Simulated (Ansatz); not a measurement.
# Free carriers and the phonons of MgO (Periclase, Fm-3m), part 2 of 2

Aim: how far do free carriers move the optical modes of MgO (Periclase, Fm-3m)?

Ansatz 0.2.0; DFT LDA, scalar-relativistic, plane waves, PAW; PAW set soft_1.

So far. Step 3 (Tight relaxation): The forces vanish by symmetry and the pressure is -0.010 GPa, within the tolerances set. The cell now holds 9.00 Å³/atom. The relaxed cell has a = 4.161 Å (conventional setting).

The database entry behind the starting cell differs from later determinations by our own check (about 0.1 % long), so it need not match the best structure at ambient conditions.

## 4. Ground state of a member: no carriers

The cell of the neutral crystal is kept with no carriers. The bands are sampled on 36×36×36 points with Fermi-Dirac filling of 0.03 eV.

The input, input.yaml:

```yaml
crystal:
  lattice:
    - [0.0, 2.080323002, 2.080323002]
    - [2.080323002, 0.0, 2.080323002]
    - [2.080323002, 2.080323002, 0.0]
  atoms:
    - { symbol: O, position: [0.5, 0.5, 0.5] }
    - { symbol: Mg, position: [0.0, 0.0, 0.0] }
kpoints:
  mp_grid: { grid: [36, 36, 36] }
hamiltonian:
  xc: lda
  pseudopotentials: { kind: paw, azcp: { folder: soft_1 }, xc_functional: pbe }
scf:
  occupations: { method: fermi_dirac, width: 0.03 }
output:
  forces: true
  stress: true
  eigenvalues: true
```

Launch:

```sh
ansatz run input.yaml --threads 8 --pin off --max-ram 16384MiB --backend cpu --events-out ev --progress --plain --runs-dir out
```

Numbers of over 12 decimals in the logs are rounded to 6 here.

Log:

```text
[...]
Crystal: 2 atoms, lattice volume = 18.006 Å³
Basis set: ecut = 420 eV, 339 PW (Γ)
Bands: 12, of which v1, the nominal top of the filled ones, is band 8 counted from 1 (7 counted from 0)
Symmetry: 48 space group operations
[...]
k-points: 1240 of 46656
[...]
SCF iter   1: F=—  HF=-2460.104853 eV  |F-HF|=—  |Δ(HF+E_count)|=         —  Δρ=6.81e-2  dr2=4.34e-1  ethr=3.10e-3  ⟨swp⟩=6.1  Hψ=91727  notcnv=0
[...]
SCF iter   6: F=-2460.062377 eV  HF=-2460.062377 eV  |F-HF|=4.61e-10  |Δ(HF+E_count)|=   1.66e-8  Δρ=2.45e-6  dr2=5.81e-10  ethr=1.62e-10  ⟨swp⟩=3.1  Hψ=58956  notcnv=0
SCF 1 converged in 6 iterations: F = -2460.062377 eV  dr2 = 5.81e-10
[...]
SCF converged after 6 iterations
Free energy (F): -2460.062377 eV
[...]
Internal energy: -2460.062377 eV  (E = F + TS)
E sigma→0 (E₀):  -2460.062377 eV
Fermi energy:    10.718286 eV
[...]
--- Stress (GPa, compression-positive) ---
       -0.008441       0.000000       0.000000
        0.000000      -0.008441      -0.000000
        0.000000      -0.000000      -0.008441
  P = ⅓ Tr σ = -0.0084 GPa (-0.084 kbar)
--- Band table (eV; the first three rows and the last of 1240) ---
  k-point 0: bands = [... 4 lower, -9.0479, 8.1453, 8.1453, 8.1453, 13.1742, 23.8869, 23.8869, 23.8869]
  k-point 1: bands = [... 4 lower, -9.0384, 8.0873, 8.1394, 8.1394, 13.2291, 23.7473, 23.9074, 23.9074]
  k-point 2: bands = [... 4 lower, -9.0099, 7.9212, 8.1223, 8.1223, 13.3853, 23.3930, 23.9679, 23.9679]
  k-point 1239: bands = [... 4 lower, -7.2430, 5.0450, 5.0450, 6.2762, 19.8489, 19.8489, 20.4674, 23.8944]
```

Run time: 3.6 s. Hardware: 8 threads of Arm Neoverse N1, shared host; peak memory 0.53 GiB; 24 s of CPU time.

The forces vanish by symmetry.

## 5. Zone-centre modes of the member: no carriers

The force constants come from the linear response of the density to a displacement.

The zone-centre modes follow for no carriers.

input.yaml: that of step 4 with these lines changed.

```diff
@@ -16,4 +16,4 @@
 output:
-  forces: true
-  stress: true
   eigenvalues: true
+phonons:
+  method: dfpt
```

Log:

```text
[...]
Crystal: 2 atoms, lattice volume = 18.006 Å³
Basis set: ecut = 420 eV, 339 PW (Γ), exchange–correlation on 40×40×40 points (8 copies of the dense FFT grid, shifted against one another)
Bands: 12, of which v1, the nominal top of the filled ones, is band 8 counted from 1 (7 counted from 0)
Symmetry: 48 space group operations
k-points: 3349 of 46656 (irreducible under 8 space group operations, time reversal used)
[...]
SCF iter   1: F=—  HF=-2460.104847 eV  |F-HF|=—  |Δ(HF+E_count)|=         —  Δρ=6.81e-2  dr2=4.34e-1  ethr=3.10e-3  ⟨swp⟩=6.1  Hψ=247597  notcnv=0
[...]
SCF iter   8: F=-2460.062378 eV  HF=-2460.062378 eV  |F-HF|=4.55e-13  |Δ(HF+E_count)|=  9.55e-12  Δρ=7.30e-8  dr2=5.14e-13  ethr=1.00e-12  ⟨swp⟩=5.2  Hψ=155234  notcnv=0
SCF 1 converged in 8 iterations: F = -2460.062378 eV  dr2 = 5.14e-13
[...]
DFPT response loops at Γ: preconditioner auto → none (the input reference at scf.mixing.eps_inf says where Resta's filter doesn't serve); β = 0.50; Broyden in place of MSR1
SCF converged after 8 iterations
Free energy (F): -2460.062378 eV
[...]
Internal energy: -2460.062378 eV  (E = F + TS)
E sigma→0 (E₀):  -2460.062378 eV
Fermi energy:    10.718302 eV
[...]
--- Band table (eV; the first three rows and the last of 3349) ---
  k-point 0: bands = [... 4 lower, -9.0479, 8.1453, 8.1453, 8.1453, 13.1742, 23.8869, 23.8869, 23.8869]
  k-point 1: bands = [... 4 lower, -9.0383, 8.0873, 8.1395, 8.1395, 13.2291, 23.7474, 23.9074, 23.9074]
  k-point 2: bands = [... 4 lower, -9.0099, 7.9212, 8.1223, 8.1223, 13.3853, 23.3930, 23.9679, 23.9679]
  k-point 3348: bands = [... 4 lower, -7.2430, 5.0450, 5.0450, 6.2762, 19.8489, 19.8489, 20.4674, 23.8945]
--- Phonons (Γ-DFPT): 2 representative perturbations + reference, on 3349 of 46656 k-points (Σ response iterations 6) ---
  k mesh reduced under 8 symmetry operations, with k and −k counted as one. Each operation leaves every solved perturbation unchanged. A smaller set is not used because it would not reduce the number of displacements times k-points to solve
  ASR residual: 3.515e-5 → 0.000e0 eV/Å²; symmetrization residual: 8.185e-7 eV/Å²
  ASR residual per site (eV/Å²): 3.51e-5 1.29e-5
  Γ frequencies (cm⁻¹): 0.00 0.00 0.00 407.07 407.07 407.07
  non-analytic LO–TO correction: not included (Born effective charges unavailable; polar crystals: no LO–TO splitting at Γ)
```

Elapsed: 46 s, on 8 threads; peak memory 2.1 GiB.

This step gave:

| Quantity | Value |
| --- | --- |
| sum-rule residual before enforcement | 3.51e-5 eV/Å² |
| point group | m-3m |
| highest optical mode at the zone centre (no LO-TO term) | 407.1 cm⁻¹ |
| lowest optical zone-centre mode | 407.1 cm⁻¹ |

Without the LO-TO term. Patterns of degenerate modes are one choice out of their space. The modes at Γ (shares of kinetic energy by element, %):

```csv
mode,frequency (cm⁻¹),symmetry,O %,Mg %
1,0.0,acoustic,40,60
2,0.0,acoustic,40,60
3,0.0,acoustic,40,60
4,407.1,T1u,60,40
5,407.1,T1u,60,40
6,407.1,T1u,60,40
```

Displacements in mode 4 (407.1 cm⁻¹), the largest set to 1:
```
O1   1.00  0.00  0.00
Mg2 -0.66  0.00  0.00
```

The optical mode without the LO-TO term lies at 407.1 cm⁻¹.

## 6. Ground state of a member: 15 × 10²⁰ holes per cm³

The cell of the neutral crystal is kept with 15 × 10²⁰ holes per cm³, balanced by a uniform background. The bands are sampled on 36×36×36 points with Fermi-Dirac filling of 0.03 eV.

input.yaml: that of step 5 with these lines changed.

```diff
@@ -8,2 +8,3 @@
     - { symbol: Mg, position: [0.0, 0.0, 0.0] }
+total_charge: 0.027009
 kpoints:
@@ -16,4 +17,4 @@
 output:
+  forces: true
+  stress: true
   eigenvalues: true
-phonons:
-  method: dfpt
```

Log:

```text
[...]
Crystal: 2 atoms, lattice volume = 18.006 Å³
Basis set: ecut = 420 eV, 339 PW (Γ)
Bands: 12, of which v1, the nominal top of the filled ones, is band 8 counted from 1 (7 counted from 0)
Symmetry: 48 space group operations
[...]
k-points: 1240 of 46656
[...]
--- Band table (eV; the first three rows and the last of 1240) ---
  k-point 0: bands = [... 4 lower, -9.0794, 8.1020, 8.1020, 8.1020, 13.1776, 23.9083, 23.9083, 23.9083]
  k-point 1: bands = [... 4 lower, -9.0699, 8.0446, 8.0962, 8.0962, 13.2319, 23.7689, 23.9288, 23.9288]
  k-point 2: bands = [... 4 lower, -9.0416, 7.8802, 8.0792, 8.0792, 13.3868, 23.4147, 23.9891, 23.9891]
  k-point 1239: bands = [... 4 lower, -7.2853, 5.0237, 5.0237, 6.2463, 19.8484, 19.8484, 20.4759, 23.9089]
[key lines of the parts left out:]
SCF converged after 6 iterations
Free energy (F): -2460.280846 eV
Fermi energy:    8.017186 eV
P = ⅓ Tr σ = 1.4924 GPa (14.924 kbar)
```

Run time: 3.8 s. Hardware: 8 threads; peak memory 0.53 GiB; 25 s of CPU time.

The forces vanish by symmetry.

## 7. Modes of this member: 15 × 10²⁰ holes per cm³

The zone-centre modes follow for 15 × 10²⁰ holes per cm³.

input.yaml: that of step 6 with these lines changed.

```diff
@@ -17,4 +17,4 @@
 output:
-  forces: true
-  stress: true
   eigenvalues: true
+phonons:
+  method: dfpt
```

Log:

```text
[...]
Crystal: 2 atoms, lattice volume = 18.006 Å³
Basis set: ecut = 420 eV, 339 PW (Γ), exchange–correlation on 40×40×40 points (8 copies of the dense FFT grid, shifted against one another)
Bands: 12, of which v1, the nominal top of the filled ones, is band 8 counted from 1 (7 counted from 0)
Symmetry: 48 space group operations
k-points: 3349 of 46656 (irreducible under 8 space group operations, time reversal used)
[...]
k-point 1: bands = [... 4 lower, -9.0700, 8.0446, 8.0961, 8.0961, 13.2319, 23.7689, 23.9288, 23.9288]
  k-point 2: bands = [... 4 lower, -9.0417, 7.8802, 8.0791, 8.0791, 13.3868, 23.4147, 23.9891, 23.9891]
  k-point 3348: bands = [... 4 lower, -7.2854, 5.0237, 5.0237, 6.2463, 19.8484, 19.8484, 20.4759, 23.9089]
[...]
ASR residual: 9.197e-6 → 0.000e0 eV/Å²; symmetrization residual: 8.793e-7 eV/Å²
  ASR residual per site (eV/Å²): 9.20e-6 4.43e-6
  Γ frequencies (cm⁻¹): 0.00 0.00 0.00 409.24 409.24 409.24
[...]
[key lines of the parts left out:]
SCF converged after 8 iterations
Free energy (F): -2460.280847 eV
Fermi energy:    8.017136 eV
```

Elapsed: 47 s, on 8 threads; peak memory 2.1 GiB; 5 min of CPU time.

Numbers from this step:

| Quantity | Value |
| --- | --- |
| sum-rule residual before enforcement | 9.20e-6 eV/Å² |
| highest optical mode at the zone centre (no LO-TO term) | 409.2 cm⁻¹ |
| lowest optical zone-centre mode | 409.2 cm⁻¹ |

Without the LO-TO term. Patterns of degenerate modes are one choice out of their space. Modes at Γ, with each element's share of the kinetic energy:

| mode | frequency (cm⁻¹) | symmetry | O % | Mg % |
| --- | --- | --- | --- | --- |
| 1 | 0.0 | acoustic | 40 | 60 |
| 2 | 0.0 | acoustic | 40 | 60 |
| 3 | 0.0 | acoustic | 40 | 60 |
| 4 | 409.2 | T1u | 60 | 40 |
| 5 | 409.2 | T1u | 60 | 40 |
| 6 | 409.2 | T1u | 60 | 40 |

The optical mode without the LO-TO term lies at 409.2 cm⁻¹.

## 8. A check on a coarser mesh: 2 × 10²⁰ holes per cm³

To see what the mesh is worth, the run for 2 × 10²⁰ holes per cm³ is repeated on 29×29×29 points.

input.yaml: that of step 7 with these lines changed.

```diff
@@ -8,5 +8,5 @@
     - { symbol: Mg, position: [0.0, 0.0, 0.0] }
-total_charge: 0.027009
+total_charge: 0.003601
 kpoints:
-  mp_grid: { grid: [36, 36, 36] }
+  mp_grid: { grid: [29, 29, 29] }
 hamiltonian:
```

Log:

```text
[...]
Crystal: 2 atoms, lattice volume = 18.006 Å³
Basis set: ecut = 420 eV, 339 PW (Γ), exchange–correlation on 40×40×40 points (8 copies of the dense FFT grid, shifted against one another)
Bands: 12, of which v1, the nominal top of the filled ones, is band 8 counted from 1 (7 counted from 0)
Symmetry: 48 space group operations
k-points: 1800 of 24389 (irreducible under 8 space group operations, time reversal used)
[...]
k-point 1: bands = [... 4 lower, -9.0374, 8.0508, 8.1305, 8.1305, 13.2585, 23.6799, 23.9213, 23.9213]
  k-point 2: bands = [... 4 lower, -8.9938, 7.8026, 8.1043, 8.1043, 13.4911, 23.1824, 24.0131, 24.0131]
  k-point 1799: bands = [... 4 lower, -7.2510, 4.9551, 5.1211, 6.2919, 19.7372, 19.9342, 20.4705, 23.9383]
[...]
ASR residual: 4.871e-5 → 0.000e0 eV/Å²; symmetrization residual: 6.224e-7 eV/Å²
  ASR residual per site (eV/Å²): 4.87e-5 1.53e-5
  Γ frequencies (cm⁻¹): 0.00 0.00 0.00 407.37 407.37 407.37
[...]
[key lines of the parts left out:]
SCF converged after 8 iterations
Free energy (F): -2460.091864 eV
Fermi energy:    8.150235 eV
```

Run time: 25 s. Hardware: 8 threads; peak memory 1.2 GiB; 2.7 min of CPU time.

This step gave:

* sum-rule residual before enforcement: 4.87e-5 eV/Å²
* highest optical mode at the zone centre (no LO-TO term): 407.4 cm⁻¹
* lowest optical zone-centre mode: 407.4 cm⁻¹

The highest mode comes at 407.4 cm⁻¹, against 407.4 cm⁻¹ on 36×36×36 points.

## 9. A check on a coarser mesh: 10 × 10²⁰ holes per cm³

To see what the mesh is worth, the run for 10 × 10²⁰ holes per cm³ is repeated on 29×29×29 points.

input.yaml: that of step 8 with these lines changed.

```diff
@@ -8,3 +8,3 @@
     - { symbol: Mg, position: [0.0, 0.0, 0.0] }
-total_charge: 0.003601
+total_charge: 0.018006
 kpoints:
```

Log:

```text
[...]
Crystal: 2 atoms, lattice volume = 18.006 Å³
Basis set: ecut = 420 eV, 339 PW (Γ), exchange–correlation on 40×40×40 points (8 copies of the dense FFT grid, shifted against one another)
Bands: 12, of which v1, the nominal top of the filled ones, is band 8 counted from 1 (7 counted from 0)
Symmetry: 48 space group operations
k-points: 1800 of 24389 (irreducible under 8 space group operations, time reversal used)
[...]
k-point 1: bands = [... 4 lower, -9.0543, 8.0282, 8.1074, 8.1074, 13.2598, 23.6914, 23.9326, 23.9326]
  k-point 2: bands = [... 4 lower, -9.0108, 7.7813, 8.0813, 8.0813, 13.4915, 23.1939, 24.0244, 24.0244]
  k-point 1799: bands = [... 4 lower, -7.2736, 4.9440, 5.1095, 6.2759, 19.7375, 19.9333, 20.4751, 23.9459]
[...]
ASR residual: 3.350e-6 → 0.000e0 eV/Å²; symmetrization residual: 6.312e-7 eV/Å²
  ASR residual per site (eV/Å²): 3.35e-6 1.32e-6
  Γ frequencies (cm⁻¹): 0.00 0.00 0.00 408.54 408.54 408.54
[...]
[key lines of the parts left out:]
SCF converged after 8 iterations
Free energy (F): -2460.208502 eV
Fermi energy:    8.056655 eV
```

Wall time 25 s (8 threads); peak memory 1.2 GiB.

Numbers from this step:

```
sum-rule residual before enforcement                    : 3.35e-6 eV/Å²
highest optical mode at the zone centre (no LO-TO term) : 408.5 cm⁻¹
lowest optical zone-centre mode                         : 408.5 cm⁻¹
```

The highest mode comes at 408.5 cm⁻¹, against 408.5 cm⁻¹ on 36×36×36 points.

## 10. All members side by side

The members are set side by side, also those not shown above.

Electrons count positive and holes negative; without the LO-TO term; modes are tracked from the neutral crystal by their patterns, and those within 0.3 cm⁻¹ of each other stand once; the cell of the neutral crystal is kept and the atoms are relaxed where symmetry leaves them free; all runs use 36×36×36 k points and Fermi-Dirac smearing of 0.03 eV. Optical modes along the series:

```csv
carriers (10²⁰ cm⁻³),mode 4 T1u (cm⁻¹)
-15,409.2
-10,408.5
-6,408
-4,407.7
-2,407.4
-1,407.2
0,407.1
```

## 11. Results

- members: 7
- mode: mode 4 T1u
- its frequency without carriers: 407.07 cm⁻¹
- its frequency at -15 × 10²⁰ cm⁻³: 409.24 cm⁻¹

In words: At 15 × 10²⁰ holes per cm³ the optical mode has moved by +2.17 cm⁻¹ from 407.07 cm⁻¹. At 2 and 10 × 10²⁰ cm⁻³ the coarser mesh moves the optical modes by up to 0.01 cm⁻¹, a measure of the error left by the mesh there. The response is adiabatic: the carriers follow the ions at once. Where they cannot, as for a zone-centre mode faster than their scattering, measured shifts differ, and line shapes are not given here. The background stands for dopants without their size, scattering or local bonds, and the cell is that of the neutral crystal, although carriers also change the volume at rest, which would shift the modes as well. In a polar crystal the carriers also screen the field of the longitudinal modes, often the largest effect; only modes without that field are treated here. These are harmonic frequencies of a static lattice, with warm electrons: anharmonic shifts, linewidths and thermal expansion are left out. The PAW files were made for PBE; the program adapts parts of them to the functional of the run, but their partial waves stay those of PBE, an approximation that was not tested in this session. Only the zone centre was solved, so an instability at another wavevector cannot show here.

[Logs are printed without paths, hosts, clocks, repeated set-up lines and the standing remarks that a program may print on its own settings, such as how far it seeks lower states.]

[Hosts, paths, dates, database ids (printed as entryN), source tags and the programs' standing remarks are cut or masked in the printed files.]
